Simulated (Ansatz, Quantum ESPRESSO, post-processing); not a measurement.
# Gate doping of honeycomb AsN, 2 layers, AB stacking, part 4 of 7

Aim: where the induced charge goes and how the bands change when honeycomb AsN, 2 layers, AB stacking is doped by a gate.

Quantum ESPRESSO 7.5; plane-wave DFT, PBE, GBRV ultrasoft pseudopotentials; geometry by Ansatz 0.2.0 with PAW datasets.

So far. Step 3 (Ground state: neutral sheet, no gate): The run needed 17 iterations to bring the estimated error under 1e-07 Ry. Step 6 (Bands along a path: neutral sheet, no gate): Along this path the valence top lies between K and Γ and the conduction bottom at M.

### 7. Ground state: charge 0.0154 e against a gate

gate = .true. adds a charged plate at zgate that balances tot_charge; a barrier (block_1 to block_2, block_height) keeps the electrons off it, and dipfield leaves the far side free of field. Negative tot_charge adds electrons. The total energies that the log prints beside a gate are not used here.

File g1.in:

```
&control
  prefix = 'g1'
  outdir = './out'
  pseudo_dir = './pseudo'
  calculation = 'scf'
  tprnfor = .true.
  tefield = .true.
  dipfield = .true.
  gate = .true.
/
&system
  ibrav = 0
  nat = 4
  ntyp = 2
  ecutwfc = 40
  ecutrho = 200
  occupations = 'smearing'
  smearing = 'fd'
  degauss = 0.004
  edir = 3
  emaxpos = 0.200922
  eopreg = 0.01
  eamp = 0.0
  zgate = 0.212922
  block = .true.
  block_1 = 0.139501
  block_2 = 0.286344
  block_height = 2.0
  tot_charge = 0.0154
  nbnd = 16
/
&electrons
  conv_thr = 1e-07
  mixing_beta = 0.4
  electron_maxstep = 120
  mixing_mode = 'local-TF'
  startingpot = 'file'
/
ATOMIC_SPECIES
  N   14.0070  n_pbe_v1.2.uspp.F.UPF
  As  74.9216  as_pbe_v1.uspp.F.UPF
CELL_PARAMETERS angstrom
  2.95552558194245 -0.00000000000000 -0.00000000000000
  -1.47776279097123 2.55956023549695 -0.00000000000000
  -0.00000000000000 -0.00000000000000 27.24000000000000
ATOMIC_POSITIONS crystal
  N   0.666666666667 0.333333333333 0.406604666595
  As  0.333333333333 0.666666666667 0.441457616369
  N   -0.000000000000 -0.000000000000 0.558430446622
  As  0.666666666667 0.333333333333 0.593507270414
K_POINTS automatic
  12 12 1 0 0 0
```

The run is started by

```
cp -r out/g0.save out/g1.save
OMP_NUM_THREADS=1 mpirun -n 4 pw.x -nk 4 -in g1.in > g1.out
```

Log:

```text
[banner, memory and clock lines left out]
Program PWSCF v.7.5 starts
[citation notice left out]

[...]
Message from routine setup:
[...]
bravais-lattice index     =            0
     lattice parameter (alat)  =       5.5851  a.u.
     unit-cell volume          =    1390.6050 (a.u.)^3
     number of atoms/cell      =            4
     number of atomic types    =            2
     number of electrons       =        19.98
     number of Kohn-Sham states=           16
     kinetic-energy cutoff     =      40.0000  Ry
     charge density cutoff     =     200.0000  Ry
     scf convergence threshold =      1.0E-07
     mixing beta               =       0.4000
     number of iterations used =            8  local-TF  mixing
     Exchange-correlation= SLA  PW   PBE  PBE
                           (   1   4   3   4   0   0   0)

[...]
PseudoPot. # 1 for N  read from file:
     ./pseudo/n_pbe_v1.2.uspp.F.UPF
     Pseudo is Ultrasoft + core correction, Zval =  5.0
     Generated by new atomic code, or converted to UPF format
     Using radial grid of  729 points,  4 beta functions with:
                l(1) =   0
                l(2) =   0
                l(3) =   1
                l(4) =   1
     Q(r) pseudized with  8 coefficients,  rinner =    0.900   0.900   0.900

     PseudoPot. # 2 for As read from file:
     ./pseudo/as_pbe_v1.uspp.F.UPF
     Pseudo is Ultrasoft + core correction, Zval =  5.0
     Generated by new atomic code, or converted to UPF format
     Using radial grid of  875 points,  6 beta functions with:
                l(1) =   0
                l(2) =   0
                l(3) =   1
                l(4) =   1
                l(5) =   2
                l(6) =   2
     Q(r) pseudized with  8 coefficients,  rinner =    1.300   1.300   1.300
                                                       1.300   1.300

     atomic species   valence    mass     pseudopotential
     N                 5.00    14.00700     N ( 1.00)
     As                5.00    74.92160     As( 1.00)

      6 Sym. Ops. (no inversion) found

                                    s                        frac. trans.

      isym =  1     identity

 cryst.   s( 1) = (     1          0          0      )
                  (     0          1          0      )
                  (     0          0          1      )

 cart.    s( 1) = (  1.0000000 -0.0000000  0.0000000 )
                  (  0.0000000  1.0000000  0.0000000 )
                  (  0.0000000  0.0000000  1.0000000 )

      isym =  2     120 deg rotation - cryst. axis [0,0,1]

 cryst.   s( 2) = (     0          1          0      )
                  (    -1         -1          0      )
                  (     0          0          1      )

 cart.    s( 2) = ( -0.5000000 -0.8660254  0.0000000 )
                  (  0.8660254 -0.5000000  0.0000000 )
                  (  0.0000000  0.0000000  1.0000000 )

      isym =  3     120 deg rotation - cryst. axis [0,0,-1]

 cryst.   s( 3) = (    -1         -1          0      )
                  (     1          0          0      )
                  (     0          0          1      )

 cart.    s( 3) = ( -0.5000000  0.8660254  0.0000000 )
                  ( -0.8660254 -0.5000000  0.0000000 )
                  (  0.0000000  0.0000000  1.0000000 )

      isym =  4     inv. 180 deg rotation - cart. axis [1,0,0]

 cryst.   s( 4) = (    -1          0          0      )
                  (     1          1          0      )
                  (     0          0          1      )

 cart.    s( 4) = ( -1.0000000 -0.0000000  0.0000000 )
                  (  0.0000000  1.0000000  0.0000000 )
                  (  0.0000000  0.0000000  1.0000000 )

      isym =  5     inv. 180 deg rotation - cryst. axis [0,1,0]

 cryst.   s( 5) = (     1          1          0      )
                  (     0         -1          0      )
                  (     0          0          1      )

 cart.    s( 5) = (  0.5000000  0.8660254  0.0000000 )
                  (  0.8660254 -0.5000000  0.0000000 )
                  (  0.0000000  0.0000000  1.0000000 )

      isym =  6     inv. 180 deg rotation - cryst. axis [1,1,0]

 cryst.   s( 6) = (     0         -1          0      )
                  (    -1          0          0      )
                  (     0          0          1      )

 cart.    s( 6) = (  0.5000000 -0.8660254  0.0000000 )
                  ( -0.8660254 -0.5000000  0.0000000 )
                  (  0.0000000  0.0000000  1.0000000 )

[...]
number of k points=    19  Fermi-Dirac smearing, width (Ry)=  0.0040
[...]
Dense  grid:    66579 G-vectors     FFT dimensions: (  25,  25, 240)

     Smooth grid:    47643 G-vectors     FFT dimensions: (  24,  24, 216)

     Dynamical RAM for                 wfc:       1.45 MB

     Dynamical RAM for     wfc (w. buffer):       8.70 MB

     Dynamical RAM for           str. fact:       2.03 MB

     Dynamical RAM for           local pot:       0.00 MB

     Dynamical RAM for          nlocal pot:       4.71 MB

     Dynamical RAM for                qrad:       2.27 MB

     Dynamical RAM for          rho,v,vnew:       6.48 MB

     Dynamical RAM for               rhoin:       2.16 MB

     Dynamical RAM for            rho*nmix:      16.25 MB

     Dynamical RAM for           G-vectors:       4.17 MB

     Dynamical RAM for          h,s,v(r/c):       0.05 MB

     Dynamical RAM for          <psi|beta>:       0.01 MB

     Dynamical RAM for                 psi:       2.90 MB

     Dynamical RAM for                hpsi:       2.90 MB

     Dynamical RAM for                spsi:       2.90 MB

     Dynamical RAM for      wfcinit/wfcrot:       2.91 MB

     Dynamical RAM for           addusdens:      48.51 MB

     Dynamical RAM for          addusforce:      48.77 MB

     Adding charged plate to compensate the charge of the system - add_gatefield
     see PRB 89, 245406 (2014), works only for 2D systems perpendicular to z
                                i.e. 3rd lattice vector is (0,0,c)

        prefactor of the potential in [Ha a.u.]:     0.003582
               position of the gate within cell:     0.21292
         ion-gate + gate-gate contribution to the total energy:     1.465551
                         gate-gate contribution:     0.000473

        Adding potential to prevent charge spilling into region of the gate
        Potential is linearly increased and decreased within the first/last eopreg of block_size
[...]
86 MiB allocation reported by mallinfo(arena+hblkhd)
[...]
------------------
     c_bands:  1 eigenvalues not converged
[...]
negative rho (up, down):  3.095E-04 0.000E+00

[...]
Dipole                0.3733 Ry au,          0.9489 Debye
[...]
total energy              =    -119.38609602 Ry
     estimated scf accuracy    <       0.00012797 Ry

[...]
iteration # 11     ecut=    40.00 Ry     beta= 0.40
[...]
---- Real-time Memory Report at c_bands before calling an iterative solver
           162 MiB given to the printing process from OS
            91 MiB allocation reported by mallinfo(arena+hblkhd)
[...]
------------------
[...]
negative rho (up, down):  2.336E-04 0.000E+00

[...]
Dipole                0.3845 Ry au,          0.9774 Debye
[...]
total energy              =    -119.38611476 Ry
     estimated scf accuracy    <       0.00001342 Ry

     iteration # 12     ecut=    40.00 Ry     beta= 0.40
[...]
---- Real-time Memory Report at c_bands before calling an iterative solver
           162 MiB given to the printing process from OS
            91 MiB allocation reported by mallinfo(arena+hblkhd)
[...]
------------------
[...]
negative rho (up, down):  3.525E-04 0.000E+00

[...]
Dipole                0.3881 Ry au,          0.9865 Debye
[...]
total energy              =    -119.38611580 Ry
     estimated scf accuracy    <       0.00000116 Ry

     iteration # 13     ecut=    40.00 Ry     beta= 0.40
[...]
---- Real-time Memory Report at c_bands before calling an iterative solver
           162 MiB given to the printing process from OS
            91 MiB allocation reported by mallinfo(arena+hblkhd)
[...]
------------------
[...]
negative rho (up, down):  4.102E-04 0.000E+00

[...]
Dipole                0.3891 Ry au,          0.9890 Debye
[...]
total energy              =    -119.38611631 Ry
     estimated scf accuracy    <       0.00000049 Ry

     iteration # 14     ecut=    40.00 Ry     beta= 0.40
[...]
---- Real-time Memory Report at c_bands before calling an iterative solver
           162 MiB given to the printing process from OS
            91 MiB allocation reported by mallinfo(arena+hblkhd)
[...]
------------------
[...]
negative rho (up, down):  4.222E-04 0.000E+00

[...]
Dipole                0.3894 Ry au,          0.9897 Debye
[...]
End of self-consistent calculation

          k = 0.0000 0.0000 0.0000 (  5995 PWs)   bands (ev):

   -21.0535 -19.5723 -10.9822  -9.3536  -4.7414  -4.7414  -3.8253  -3.2575
    -3.2575  -1.8234  -0.5087   1.3349   2.1391   2.5964   3.2816   3.2816

     occupation numbers
     1.0000   1.0000   1.0000   1.0000   1.0000   1.0000   1.0000   1.0000
     1.0000   0.9996   0.0000   0.0000   0.0000   0.0000   0.0000   0.0000

          k = 0.0000 0.0962 0.0000 (  5991 PWs)   bands (ev):

   -20.9276 -19.4463 -10.9140  -9.2958  -5.5029  -4.9047  -4.0232  -3.6874
    -3.4215  -1.7000   0.0086   1.8221   2.3006   2.7301   2.8381   3.4197

     occupation numbers
     1.0000   1.0000   1.0000   1.0000   1.0000   1.0000   1.0000   1.0000
     1.0000   0.9957   0.0000   0.0000   0.0000   0.0000   0.0000   0.0000

[...]
the Fermi energy is    -1.4037 ev

!    total energy              =    -119.38611634 Ry
     estimated scf accuracy    <       0.00000007 Ry
     smearing contrib. (-TS)   =      -0.00045336 Ry
     internal energy E=F+TS    =    -119.38566298 Ry

     The total energy is F=E-TS. E is the sum of the following terms:
     one-electron contribution =    -844.08705833 Ry
     hartree contribution      =     426.11537007 Ry
     xc contribution           =     -73.72322631 Ry
     ewald contribution        =     370.84233101 Ry
     electric field correction =       0.00137001 Ry
     gate field correction     =       1.46555057 Ry

     convergence has been achieved in  14 iterations

     negative rho (up, down):  4.222E-04 0.000E+00

     Forces acting on atoms (cartesian axes, Ry/au):

     atom    1 type  1   force =     0.00000000    0.00000000   -0.00887279
     atom    2 type  2   force =     0.00000000    0.00000000    0.00404039
     atom    3 type  1   force =     0.00000000    0.00000000   -0.00878399
     atom    4 type  2   force =     0.00000000    0.00000000    0.01361639
     The non-local contrib.  to forces
     atom    1 type  1   force =     0.00000000    0.00000000    1.37149692
     atom    2 type  2   force =     0.00000000    0.00000000    0.94794740
     atom    3 type  1   force =     0.00000000    0.00000000    1.37237127
     atom    4 type  2   force =     0.00000000    0.00000000    0.92620040
     The ionic contribution  to forces
     atom    1 type  1   force =    -0.00000000    0.00000000  -23.62814638
     atom    2 type  2   force =     0.00000000   -0.00000000   -8.73716926
     atom    3 type  1   force =     0.00000000   -0.00000000    8.71620052
     atom    4 type  2   force =    -0.00000000    0.00000000   23.64911512
     The local contribution  to forces
     atom    1 type  1   force =    -0.00000000    0.00000000   22.31752165
     atom    2 type  2   force =     0.00000000   -0.00000000    7.75236885
     atom    3 type  1   force =    -0.00000000    0.00000000  -10.03824078
     atom    4 type  2   force =    -0.00000000    0.00000000  -24.61111547
     The core correction contribution to forces
     atom    1 type  1   force =     0.00000000   -0.00000000   -0.01251808
     atom    2 type  2   force =    -0.00000000    0.00000000    0.09572775
     atom    3 type  1   force =    -0.00000000   -0.00000000   -0.01264891
     atom    4 type  2   force =     0.00000000   -0.00000000    0.09342432
     The Hubbard contrib.    to forces
     atom    1 type  1   force =     0.00000000    0.00000000    0.00000000
     atom    2 type  2   force =     0.00000000    0.00000000    0.00000000
     atom    3 type  1   force =     0.00000000    0.00000000    0.00000000
     atom    4 type  2   force =     0.00000000    0.00000000    0.00000000
     The SCF correction term to forces
     atom    1 type  1   force =    -0.00000000    0.00000000   -0.00012561
     atom    2 type  2   force =    -0.00000000    0.00000000   -0.00022978
     atom    3 type  1   force =     0.00000000    0.00000000   -0.00024103
     atom    4 type  2   force =    -0.00000000    0.00000000   -0.00029567

     Gate contribution to forces:
     atom    1 type  1   force =    -0.00000000   -0.00000000   -0.02194342
     atom    2 type  2   force =    -0.00000000   -0.00000000   -0.01944669
     atom    3 type  1   force =    -0.00000000   -0.00000000   -0.01106719
     atom    4 type  2   force =    -0.00000000   -0.00000000   -0.00855442

     Total force =     0.018911     Total SCF correction =     0.000463

[...]
```

It took 19 s on 4 MPI ranks of Arm Neoverse V2, shared host; peak memory 0.39 GiB.

Numbers from this step:

```
Fermi energy : -1.404 eV
```

The program's own clock; routines nest. Time by routine:

| routine | wall time (s) | calls |
| --- | --- | --- |
| PWSCF | 18.15 | 1 |
| electrons | 17.27 | 1 |
| c_bands | 9.59 | 14 |
| cegterg | 8.32 | 70 |
| h_psi | 6.73 | 405 |
| fftw | 6.09 | 7926 |
| vloc_psi | 5.8 | 405 |
| mix_rho | 3.93 | 14 |
| ffts | 2.42 | 1628 |
| sum_band | 2.18 | 14 |
| sum_band:loo | 1.2 | 14 |
| newd | 0.87 | 15 |
| addusdens | 0.85 | 14 |
| v_of_rho | 0.74 | 15 |

The run needed 14 iterations to bring the estimated error under 1e-07 Ry.

### 8. Valence density

File g1.rho.in:

```
&inputpp
  prefix = 'g1'
  outdir = './out'
  filplot = 'g1.rho.dat'
  plot_num = 0
/
```

The run is started by

```
OMP_NUM_THREADS=1 mpirun -n 4 pp.x -in g1.rho.in > g1.rho.out
```

It took 0.83 s on 4 MPI ranks; peak memory 0.11 GiB.

This step gave:

| Item | Value |
| --- | --- |
| electrons by integration | 19.98 e |

The density integrates to 19.985 electrons, as the 19.98 of the input ask.

### 9. Potential by pp.x

The potential should show the barrier, the kink at the plate, the step of the dipole correction and a flat far side.

File g1.pot.in:

```
&inputpp
  prefix = 'g1'
  outdir = './out'
  filplot = 'g1.pot.dat'
  plot_num = 11
/
```

The run is started by

```
OMP_NUM_THREADS=1 mpirun -n 4 pp.x -in g1.pot.in > g1.pot.out
```

Log:

```text
[banner, memory and clock lines left out]
Program POST-PROC v.7.5 starts
[citation notice left out]

[...]
./out/g1.save/

[...]
negative rho (up, down):  4.222E-04 0.000E+00

     Adding external electric field

     Computed dipole along edir(3) :
        Dipole                0.3894 Ry au,          0.9897 Debye
        Dipole field          0.0035 Ry au,

        Potential amp.       -0.3586 Ry
        Total length         50.9614 bohr

     Calling punch_plot, plot_num =  11

     Adding external electric field

     Computed dipole along edir(3) :
        Dipole                0.3894 Ry au,          0.9897 Debye
        Dipole field          0.0035 Ry au,

        Potential amp.       -0.3586 Ry
        Total length         50.9614 bohr

     Writing data to file  g1.pot.dat
     Message from routine chdens:
     namelist plot not found or invalid, exiting
```

The job ended after 0.82 s (4 MPI ranks; peak memory 0.11 GiB).

The potential energy, planar mean oscillates, so the rows of the table below give means over windows of 1 Å about each position, cut where the curve ends. Its maxima inside the range that stand out by 2 % of the span (Å: eV): 5.8: 36.1, 12.0: 35.9, 13.8: 4.85, 16.1: 33.9. Its minima: 11.2: -12.8, 12.7: -3.01, 15.3: -14.0, 16.8: -3.99.

Electrostatic potential energy of an electron, with the sawtooth; zero at the Fermi level. The potential energy, planar mean by z; means over each step:

| z (Å) | potential energy, planar mean (eV) |
| --- | --- |
| 0 | 3.95 |
| 1 | 3.95 |
| 2 | 3.95 |
| 3 | 3.95 |
| 4 | 19.4 |
| 5 | 31.2 |
| 6 | 35.4 |
| 7 | 35.6 |
| 8 | 12.6 |
| 9 | 7.67 |
| 10 | 6.12 |
| 11 | -6.90 |
| 12 | 21.9 |
| 13 | 1.30 |
| 14 | 4.42 |
| 15 | -6.96 |
| 16 | 17.7 |
| 17 | 1.02 |
| 18 | 3.40 |
| 19 | 3.92 |
| 20 | 3.95 |
| 21 | 3.95 |
| 22 | 3.95 |
| 23 | 3.95 |
| 24 | 3.95 |
| 25 | 3.95 |
| 26 | 3.95 |
| 27 | 3.95 |

### 10. Induced charge

The planar mean oscillates, so the rows of the table below give means over windows of 1.48 Å about each position, cut where the curve ends. Its maxima inside the range that stand out by 2 % of the span (Å: e/Å³): 11.1: -5.6e-5, 12.1: 2.5e-4, 13.7: 2.8e-5, 15.2: 5.2e-5. Its minima: 10.4: -0.00154, 11.3: -6.1e-4, 12.8: -1.1e-4, 14.8: -1.2e-4, 15.7: -4.8e-5.

The planar mean by z; means over each step:

z (Å), planar mean (e/Å³) and a bar from the least value:
```
     5.18    0.00000 ############################
     6.66    0.00000 ############################
     8.14   -0.00005 ##########################
     9.62   -0.00070 
    11.10   -0.00063 ###
    12.58    0.00004 ##############################
    14.06   -0.00002 ###########################
    15.54   -0.00002 ###########################
    17.02    0.00001 #############################
    18.50    0.00000 ############################
    19.98    0.00000 ############################
    21.46    0.00000 ############################
```

Running integral, electrons below z against z:

| z (Å) | running integral, electrons below z (e/Å²) |
| --- | --- |
| 6 | -9.4e-8 |
| 7 | -1.4e-6 |
| 8 | -1.6e-5 |
| 9 | -1.0e-4 |
| 10 | -6.9e-4 |
| 11 | -0.00179 |
| 12 | -0.00202 |
| 13 | -0.00198 |
| 14 | -0.00197 |
| 15 | -0.00204 |
| 16 | -0.00205 |
| 17 | -0.00205 |
| 18 | -0.00204 |
| 19 | -0.00204 |
| 20 | -0.00204 |
| 21 | -0.00204 |
| 22 | -0.00204 |
| 23 | -0.00204 |
| 24 | -0.00204 |
| 25 | -0.00204 |
| 26 | -0.00204 |
| 27 | -0.00204 |

(Continued in part 5 of 7.)

[Logs are printed without paths, hosts, clocks, repeated set-up lines and the standing remarks that a program may print on its own settings, such as how far it seeks lower states.]

[Hosts, paths, dates, database ids (printed as entryN), source tags and the programs' standing remarks are cut or masked in the printed files.]

[Maps of the electrostatic potential energy from Ansatz leave out the sawtooth potential of an applied field or a dipole correction, so their vacuum need not be flat; planar profiles and work functions include it.]
